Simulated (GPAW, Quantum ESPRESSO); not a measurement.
# Near-edge structure at the V K edge of MnV (Pm-3m)

Do two independent programs agree on the V K edge of MnV (Pm-3m)? The same cell and functional are run with XSpectra and with GPAW.

Calculated with Quantum ESPRESSO 7.5; core-hole supercells, plane-wave PAW LDA (first program; GPAW 26.7.0 follows as the second).

This is a report of a sequence of runs, with most program output left out.

**1. The starting structure**

It takes space group Pm-3m (No. 221, cubic). The conventional cell has a = 2.900 Å, b = 2.900 Å, c = 2.900 Å, α = 90.00°, β = 90.00°, γ = 90.00°. Nearest to Mn lie 8 V at 2.51 Å. V has 8 Mn at 2.51 Å nearest. Farther neighbours are not listed.

**2. The field without a hole (Quantum ESPRESSO)**

The ground state comes first: it tells whether the system has a gap, which decides how the excited electron is treated.

The PAW data sets are made with ld1.x, with reconstruction data.

Contents of scf.in:

```
&control
   calculation='scf', prefix='x', pseudo_dir='../pp', outdir='tmp', tprnfor=.true.
/
&system
   ibrav=0, nat=2, ntyp=2, nbnd=17
   ecutwfc=57, ecutrho=560
   occupations='smearing', smearing='mv', degauss=0.015
   nspin=2
   starting_magnetization(1)=0.40
   starting_magnetization(2)=0.40
/
&electrons
   conv_thr=2.0e-08, electron_maxstep=120
   mixing_beta=0.3, mixing_mode='local-TF'
/
ATOMIC_SPECIES
Mn 1.0 Mn.lda-spn-kjpaw.UPF
V3 1.0 V.lda-nx-kjpaw.UPF
CELL_PARAMETERS angstrom
  2.90000000 0.00000000 0.00000000
  0.00000000 2.90000000 0.00000000
  0.00000000 0.00000000 2.90000000
ATOMIC_POSITIONS crystal
Mn   0.00000000 0.00000000 0.00000000
V3   0.50000000 0.50000000 0.50000000
K_POINTS automatic
9 9 9 0 0 0
```

Run with:

```bash
> OMP_NUM_THREADS=1 mpirun --oversubscribe --bind-to none -np 4 pw.x -nk 4 -in scf.in > scf.out
```

The job ended after 11 s (4 MPI ranks of Arm Neoverse V2, shared host; peak memory 0.1 GiB).

Absorbing atoms carry a label of their own (element plus a letter or digit), as the spectrum program needs them as separate species.

The mesh shows no gap, so the system is treated as a metal and the core electron is put at the Fermi level (neutral cell).

**3. Spectrum without a core hole, V atom 2 (Quantum ESPRESSO)**

Without a hole the spectrum is the empty density of states of the right symmetry on the absorber, weighted by matrix elements. It needs only the small cell and serves as the baseline.

The absorber has 8 Mn at 2.51 Å and 6 V at 2.90 Å (cube and octahedron, as in bcc, site symmetry m-3m).

Contents of xspectra.in:

```
&input_xspectra
   calculation='xanes_dipole', edge='K'
   prefix='x', outdir='tmp', xiabs=2, xe0=14.6807
   xonly_plot=.false., x_save_file='xanes.sav'
   xniter=3000, xcheck_conv=20, xerror=0.005
   xcoordcrys=.false., xepsilon(1)=1, xepsilon(2)=0, xepsilon(3)=0
/
&plot
   xnepoint=413, xemin=-10, xemax=45, terminator=.true., cut_occ_states=.true.
   xgamma=0.4
/
&pseudos
   filecore='../V.wfc'
/
&cut_occ
   cut_desmooth=0.1, cut_stepl=0.05, cut_stepu=0.05, cut_ierror=1e-5
/
8 8 8 0 0 0
```

Run with:

```bash
> OMP_NUM_THREADS=1 mpirun --oversubscribe --bind-to none -np 4 xspectra.x -nk 4 -in xspectra.in > xspectra.out
```

It took 26 s on 4 MPI ranks; peak memory 0.12 GiB.

The V K spectrum, V atom 2, no core hole (energy from the energy zero of the input (xe0, at the border of filled and empty states); intensity scaled to a mean of 1 over the first 20 eV; the points at xe0, where the cut of filled states can leave a spike, are interpolated):

| E (eV) | intensity |
| --- | --- |
| -2.00 | 0.04 |
| -1.25 | 0.05 |
| -0.50 | 0.10 |
| 0.25 | 0.27 |
| 1.00 | 0.41 |
| 1.75 | 0.47 |
| 2.50 | 0.35 |
| 3.25 | 0.42 |
| 4.00 | 0.64 |
| 4.75 | 0.72 |
| 5.50 | 0.73 |
| 6.25 | 0.69 |
| 7.00 | 0.82 |
| 7.75 | 0.46 |
| 8.50 | 0.57 |
| 9.25 | 0.74 |
| 10.00 | 0.96 |
| 10.75 | 1.30 |
| 11.50 | 1.14 |
| 12.25 | 1.35 |
| 13.00 | 1.43 |
| 13.75 | 1.23 |
| 14.50 | 1.42 |
| 15.25 | 1.56 |
| 16.00 | 1.46 |
| 16.75 | 1.50 |
| 17.50 | 1.47 |
| 18.25 | 1.59 |
| 19.00 | 1.43 |
| 19.75 | 1.79 |
| 20.50 | 2.40 |
| 21.25 | 2.37 |
| 22.00 | 1.39 |
| 22.75 | 0.90 |
| 23.50 | 1.14 |
| 24.25 | 1.44 |
| 25.00 | 0.91 |
| 25.75 | 0.93 |
| 26.50 | 1.78 |
| 27.25 | 1.27 |
| 28.00 | 1.41 |
| 28.75 | 1.64 |
| 29.50 | 1.28 |
| 30.25 | 1.81 |
| 31.00 | 1.20 |
| 31.75 | 1.20 |

Main maxima below 30 eV (height): 1.3 eV (0.49), 5.2 eV (0.81), 6.7 eV (0.89), 16.3 eV (1.62), 18.0 eV (1.66), 20.3 eV (2.61), 21.2 eV (2.38), 26.6 eV (1.82) and 28.7 eV (1.66). A K edge sees empty p states. The weak features of the first eV are p character mixed into the empty d bands; the main 4p edge lies above them.

**4. Another broadening**

The final state's lifetime shortens with energy, so measured features broaden above the edge; the saved Lanczos coefficients are redrawn with a width that grows.

Contents of xspectra_plot.in:

```
&input_xspectra
   calculation='xanes_dipole', edge='K'
   prefix='x', outdir='tmp', xiabs=2, xe0=14.6807
   xonly_plot=.true., x_save_file='xanes.sav'
   xniter=3000, xcheck_conv=20, xerror=0.005
   xcoordcrys=.false., xepsilon(1)=1, xepsilon(2)=0, xepsilon(3)=0
/
&plot
   xnepoint=413, xemin=-10, xemax=45, terminator=.true., cut_occ_states=.true.
   gamma_mode='variable', gamma_energy(1)=4, gamma_energy(2)=25, gamma_value(1)=0.51, gamma_value(2)=4
/
&pseudos
   filecore='../V.wfc'
/
&cut_occ
   cut_desmooth=0.1, cut_stepl=0.05, cut_stepu=0.05, cut_ierror=1e-5
/
8 8 8 0 0 0
```

Run with:

```bash
> OMP_NUM_THREADS=1 xspectra.x -in xspectra_plot.in > xspectra_plot.out
```

Elapsed: 7.1 s, on 1 MPI rank; peak memory 0.1 GiB.

With a Lorentzian half width 0.51 eV up to 4 eV, rising linearly to 4 eV at 25 eV, the maxima are 1.5 eV (0.49), 5.2 eV (0.76), 6.7 eV (0.77) and 19.8 eV (1.54).

**5. Supercell without a hole, the energy reference (Quantum ESPRESSO)**

The photon energy needs a difference of total energies, so the cell and mesh of the coming hole run are first run without a hole.

Contents of scf.in:

```
&control
   calculation='scf', prefix='x', pseudo_dir='../pp', outdir='tmp', tprnfor=.true.
/
&system
   ibrav=0, nat=16, ntyp=2, nbnd=123
   ecutwfc=57, ecutrho=560
   occupations='smearing', smearing='mv', degauss=0.015
   nspin=2
   starting_magnetization(1)=0.40
   starting_magnetization(2)=0.40
/
&electrons
   conv_thr=1.6e-07, electron_maxstep=120
   mixing_beta=0.3, mixing_mode='local-TF'
/
ATOMIC_SPECIES
Mn 1.0 Mn.lda-spn-kjpaw.UPF
V 1.0 V.lda-nx-kjpaw.UPF
CELL_PARAMETERS angstrom
  5.80000000 0.00000000 0.00000000
  0.00000000 5.80000000 0.00000000
  0.00000000 0.00000000 5.80000000
ATOMIC_POSITIONS crystal
Mn   0.00000000 0.00000000 0.00000000
Mn   0.00000000 0.00000000 0.50000000
Mn   0.00000000 0.50000000 0.00000000
Mn   0.50000000 0.00000000 0.00000000
Mn   0.00000000 0.50000000 0.50000000
Mn   0.50000000 0.00000000 0.50000000
Mn   0.50000000 0.50000000 0.00000000
Mn   0.50000000 0.50000000 0.50000000
V    0.25000000 0.25000000 0.25000000
V    0.25000000 0.25000000 0.75000000
V    0.25000000 0.75000000 0.25000000
V    0.75000000 0.25000000 0.25000000
V    0.25000000 0.75000000 0.75000000
V    0.75000000 0.25000000 0.75000000
V    0.75000000 0.75000000 0.25000000
V    0.75000000 0.75000000 0.75000000
K_POINTS automatic
5 5 5 0 0 0
```

Run with:

```bash
> OMP_NUM_THREADS=1 mpirun --oversubscribe --bind-to none -np 4 pw.x -nk 4 -in scf.in > scf.out
```

Wall time 6.1 min (4 MPI ranks); peak memory 0.6 GiB.

Reference energy: -458010.018 eV with the cores included.

**6. The atom with a core hole (Quantum ESPRESSO)**

The final state has one core electron fewer, so a PAW data set is made for an atom with that hole.

Contents of V.lda-nx-kjpaw-1sch.ld1.in:

```
&input
   title='V', zed=23., rel=1, iswitch=3, dft='PZ',
   config='1s1 2s2 2p6 3s2 3p6 4s2 4p0 3d4'
/
&inputp
   file_pseudopw='V.lda-nx-kjpaw-1sch.UPF', author='',
   lpaw=.true.,
   pseudotype=3,
   lloc=-1,
   rcloc=2.3,
   which_augfun='PSQ',
   rmatch_augfun_nc=.true.,
   nlcc=.true.,
   new_core_ps=.true.,
   rcore=1.3,
   tm=.true.,
   zval=6,
   lgipaw_reconstruction=.true., use_paw_as_gipaw=.true.
/
6
4S  1  0  2.00  0.00  1.71  2.50  0.0
4S  1  0  0.00  4.00  1.71  2.50  0.0
4P  2  1  0.00  0.00  1.71  2.50  0.0
4P  2  1  0.00  4.00  1.71  2.50  0.0
3D  3  2  4.00  0.00  0.99  2.10  0.0
3D  3  2  0.00  0.30  0.99  2.10  0.0
```

Run with:

```bash
> ld1.x < V.lda-nx-kjpaw-1sch.ld1.in > V.lda-nx-kjpaw-1sch.ld1.out
```

Wall time 0.67 s (1 MPI rank); peak memory 0.12 GiB.

Removing the core electron and adding it to the valence shell costs the free atom 5472.1 eV.

**7. Supercell with XCH, V atom 2 (Quantum ESPRESSO)**

The holes are 5.8 Å apart. The excited electron is kept in the cell, where it fills the lowest empty states and screens the hole.

Changes to scf.in since step 5:

```diff
@@ -4,3 +4,3 @@
 &system
-   ibrav=0, nat=16, ntyp=2, nbnd=123
+   ibrav=0, nat=16, ntyp=3, nbnd=124
    ecutwfc=57, ecutrho=560
@@ -9,3 +9,4 @@
    starting_magnetization(1)=0.40
-   starting_magnetization(2)=0.40
+   starting_magnetization(2)=0.33
+   starting_magnetization(3)=0.40
 /
@@ -17,2 +18,3 @@
 Mn 1.0 Mn.lda-spn-kjpaw.UPF
+V0 1.0 V.lda-nx-kjpaw-1sch.UPF
 V 1.0 V.lda-nx-kjpaw.UPF
@@ -31,3 +33,3 @@
 Mn   0.50000000 0.50000000 0.50000000
-V    0.25000000 0.25000000 0.25000000
+V0   0.25000000 0.25000000 0.25000000
 V    0.25000000 0.25000000 0.75000000
```

Run with:

```bash
> OMP_NUM_THREADS=1 mpirun --oversubscribe --bind-to none -np 4 pw.x -nk 4 -in scf.in > scf.out
```

The job ended after 6.2 min (4 MPI ranks; peak memory 0.61 GiB).

Energy with the hole: -452538.230 eV, cores included.

**8. Spectrum with XCH, V atom 2 (Quantum ESPRESSO)**

The Lanczos recursion gives the spectrum without computing empty bands; each polarisation needs a run of its own on the full k mesh. xe0 is set between filled and empty states, and states below it are cut, here at the Fermi level, which holds the excited electron. The file of filecore holds the core orbital, taken from the hole-free data set.

Changes to xspectra.in since step 3:

```diff
@@ -2,3 +2,3 @@
    calculation='xanes_dipole', edge='K'
-   prefix='x', outdir='tmp', xiabs=2, xe0=14.6807
+   prefix='x', outdir='tmp', xiabs=2, xe0=14.7309
    xonly_plot=.false., x_save_file='xanes.sav'
@@ -17,2 +17,2 @@
 /
-8 8 8 0 0 0
+4 4 4 0 0 0
```

Run with:

```bash
> OMP_NUM_THREADS=1 mpirun --oversubscribe --bind-to none -np 4 xspectra.x -nk 4 -in xspectra.in > xspectra.out
```

Wall time 4 min (4 MPI ranks); peak memory 0.38 GiB; 16 min of CPU time.

The V K spectrum, V atom 2, excited-electron core hole (neutral cell) (energy from the energy zero of the input (xe0, at the border of filled and empty states); intensity scaled to a mean of 1 over the first 20 eV; the points at xe0, where the cut of filled states can leave a spike, are interpolated):

| E (eV) | intensity |
| --- | --- |
| -2.00 | 0.03 |
| -1.25 | 0.05 |
| -0.50 | 0.08 |
| 0.25 | 0.21 |
| 1.00 | 0.38 |
| 1.75 | 0.42 |
| 2.50 | 0.33 |
| 3.25 | 0.41 |
| 4.00 | 0.62 |
| 4.75 | 0.71 |
| 5.50 | 0.61 |
| 6.25 | 0.74 |
| 7.00 | 0.72 |
| 7.75 | 0.43 |
| 8.50 | 0.61 |
| 9.25 | 0.81 |
| 10.00 | 1.10 |
| 10.75 | 1.26 |
| 11.50 | 1.16 |
| 12.25 | 1.40 |
| 13.00 | 1.42 |
| 13.75 | 1.26 |
| 14.50 | 1.39 |
| 15.25 | 1.54 |
| 16.00 | 1.46 |
| 16.75 | 1.50 |
| 17.50 | 1.51 |
| 18.25 | 1.52 |
| 19.00 | 1.47 |
| 19.75 | 1.99 |
| 20.50 | 2.03 |
| 21.25 | 2.10 |
| 22.00 | 1.13 |
| 22.75 | 0.84 |
| 23.50 | 1.21 |
| 24.25 | 1.32 |
| 25.00 | 0.84 |
| 25.75 | 1.08 |
| 26.50 | 1.75 |
| 27.25 | 1.29 |
| 28.00 | 1.47 |
| 28.75 | 1.52 |
| 29.50 | 1.49 |
| 30.25 | 1.63 |
| 31.00 | 1.15 |
| 31.75 | 1.21 |

Main maxima below 30 eV (height): 1.7 eV (0.42), 5.1 eV (0.77), 6.6 eV (0.85), 15.0 eV (1.61), 17.9 eV (1.66), 20.2 eV (2.52), 21.1 eV (2.24), 26.4 eV (1.78) and 29.9 eV (1.88). 

The total-energy difference is 5471.79 eV. One term is added: -23.69 eV, since the hole is spin-paired here and a spin-polarised one costs that much less in the free atom (computed apart). The photon energy is then 5448.10 eV. The tabulated edge of the element is 5465 eV. The functional leaves an error in such absolute values: in the free atom LDA prices this hole 14.0 eV below PBE (computed apart), and PBE is itself good to a few eV.

**9. Another broadening**

Changes to xspectra_plot.in since step 4:

```diff
@@ -2,3 +2,3 @@
    calculation='xanes_dipole', edge='K'
-   prefix='x', outdir='tmp', xiabs=2, xe0=14.6807
+   prefix='x', outdir='tmp', xiabs=2, xe0=14.7309
    xonly_plot=.true., x_save_file='xanes.sav'
@@ -17,2 +17,2 @@
 /
-8 8 8 0 0 0
+4 4 4 0 0 0
```

Run with:

```bash
> OMP_NUM_THREADS=1 xspectra.x -in xspectra_plot.in > xspectra_plot.out
```

It took 2 s on 1 MPI rank; peak memory 0.05 GiB.

With a Lorentzian half width 0.51 eV up to 4 eV, rising linearly to 4 eV at 25 eV, the maxima are 1.7 eV (0.43), 5.0 eV (0.74), 6.6 eV (0.75) and 19.5 eV (1.53).

**10. Quadrupole spectrum with XCH, V atom 2 (Quantum ESPRESSO)**

Pre-edge features of transition metals can come from s→d transitions, which the dipole operator misses, so the quadrupole term is computed on the same field.

Changed against the first core-hole run: operator from dipole to quadrupole.

Contents of xspectra.in:

```
&input_xspectra
   calculation='xanes_quadrupole', edge='K'
   prefix='x', outdir='tmp', xiabs=2, xe0=14.7309
   xonly_plot=.false., x_save_file='xanes.sav'
   xniter=3000, xcheck_conv=20, xerror=0.005
   xcoordcrys=.false., xepsilon(1)=1, xepsilon(2)=0, xepsilon(3)=0
   xkvec(1)=0, xkvec(2)=1, xkvec(3)=0
/
&plot
   xnepoint=226, xemin=-8, xemax=22, terminator=.true., cut_occ_states=.true.
   xgamma=0.4
/
&pseudos
   filecore='../V.wfc'
/
&cut_occ
   cut_desmooth=0.1, cut_stepl=0.05, cut_stepu=0.05, cut_ierror=1e-5
/
4 4 4 0 0 0
```

Run with:

```bash
> OMP_NUM_THREADS=1 mpirun --oversubscribe --bind-to none -np 4 xspectra.x -nk 4 -in xspectra.in > xspectra.out
```

Wall time 5.7 min (4 MPI ranks); peak memory 0.38 GiB.

Dipole and quadrupole parts on one scale (eps x, k y):

| E (eV) | dipole | quadrupole × 20 |
| --- | --- | --- |
| -3.0 | 0.03 | 0.01 |
| -2.0 | 0.03 | 0.01 |
| -1.0 | 0.05 | 0.03 |
| 0.0 | 0.16 | 0.18 |
| 1.0 | 0.38 | 0.27 |
| 2.0 | 0.40 | 0.20 |
| 3.0 | 0.38 | 0.08 |
| 4.0 | 0.62 | 0.05 |
| 5.0 | 0.76 | 0.04 |
| 6.0 | 0.61 | 0.02 |
| 7.0 | 0.72 | 0.02 |
| 8.0 | 0.43 | 0.02 |
| 9.0 | 0.69 | 0.04 |
| 10.0 | 1.10 | 0.07 |
| 11.0 | 1.21 | 0.04 |
| 12.0 | 1.25 | 0.05 |
| 13.0 | 1.42 | 0.04 |
| 14.0 | 1.43 | 0.04 |
| 15.0 | 1.61 | 0.03 |
| 16.0 | 1.46 | 0.03 |
| 17.0 | 1.53 | 0.02 |
| 18.0 | 1.64 | 0.02 |
| 19.0 | 1.47 | 0.02 |
| 20.0 | 2.42 | 0.02 |
| 21.0 | 2.22 | 0.02 |
| 22.0 | 1.13 | 0.02 |

**11. The field without a hole (GPAW)**

The second program starts from its own ground state, on the same cell and functional.

Contents of scf.py:

```python
import numpy as np
from ase import Atoms
from ase.parallel import parprint, paropen
from gpaw import GPAW, PW, FermiDirac, Mixer, MixerDif, setup_paths
from gpaw.test import gen
setup_paths.insert(0, '.')
gen('V', name='nch1s', xcname='LDA', corehole=(1, 0, 0), write_xml=True)
from gpaw.mpi import world
world.barrier()

atoms = Atoms('MnV',
    cell=[[2.9, 0, 0],
     [0, 2.9, 0],
     [0, 0, 2.9]],
    scaled_positions=[[0, 0, 0],
     [0.5, 0.5, 0.5]],
    magmoms=[4.0, 2.0],
    pbc=True)
atoms.calc = calc = GPAW(legacy_gpaw=True, mode=PW(500, force_complex_dtype=True), xc='LDA', setups={1: 'nch1s'},
    kpts={'size': (9, 9, 9), 'gamma': True}, occupations=FermiDirac(0.05),
    charge=0, mixer=MixerDif(0.05, 8, 50), maxiter=150,
    convergence={'density': 0.0001, 'eigenstates': 1e-6}, txt='scf.txt')
energy = atoms.get_potential_energy() + calc.get_reference_energy()
ef = calc.get_fermi_level()
out = dict(energy=energy, fermi=ef, forces=atoms.get_forces().tolist(), magmoms=atoms.get_magnetic_moments().tolist())
parprint(f'all-electron energy {energy:.4f} eV, Fermi level {ef:.4f} eV')
ev = np.array([[calc.get_eigenvalues(k, s) for k in range(len(calc.get_ibz_k_points()))] for s in range(calc.get_number_of_spins())])
out['homo'], out['lumo'], out['counts'] = ev[ev < ef].max(), ev[ev > ef].min(), sorted(set((ev < ef).sum((0, 2)).tolist()))
out['filled'] = (ev[:, 0] < ef).sum(1).tolist()
import json
with paropen('out.json', 'w') as f:
    json.dump(out, f)
```

Run with:

```bash
> OMP_NUM_THREADS=1 mpirun -n 4 gpaw python scf.py
```

It took 9.2 s on 4 MPI ranks; peak memory 0.2 GiB.

The mesh shows no gap, so the system is treated as a metal and the core electron is put at the Fermi level (neutral cell).

[end of part 1 of 2]

[Logs are printed without paths, hosts, clocks, repeated set-up lines and the standing remarks that a program may print on its own settings, such as how far it seeks lower states.]

[Hosts, paths, dates, database ids (printed as entryN), source tags and the programs' standing remarks are cut or masked in the printed files.]

[Lists of maxima count a maximum above −3 eV only where it reaches 4 % of the highest in the window and stands out from its surroundings by 2 % of it (1.5 % where it reaches 55 %); shoulders and weaker maxima are passed over, and of the rest the first, up to two pre-edge ones and the few strongest are named.]
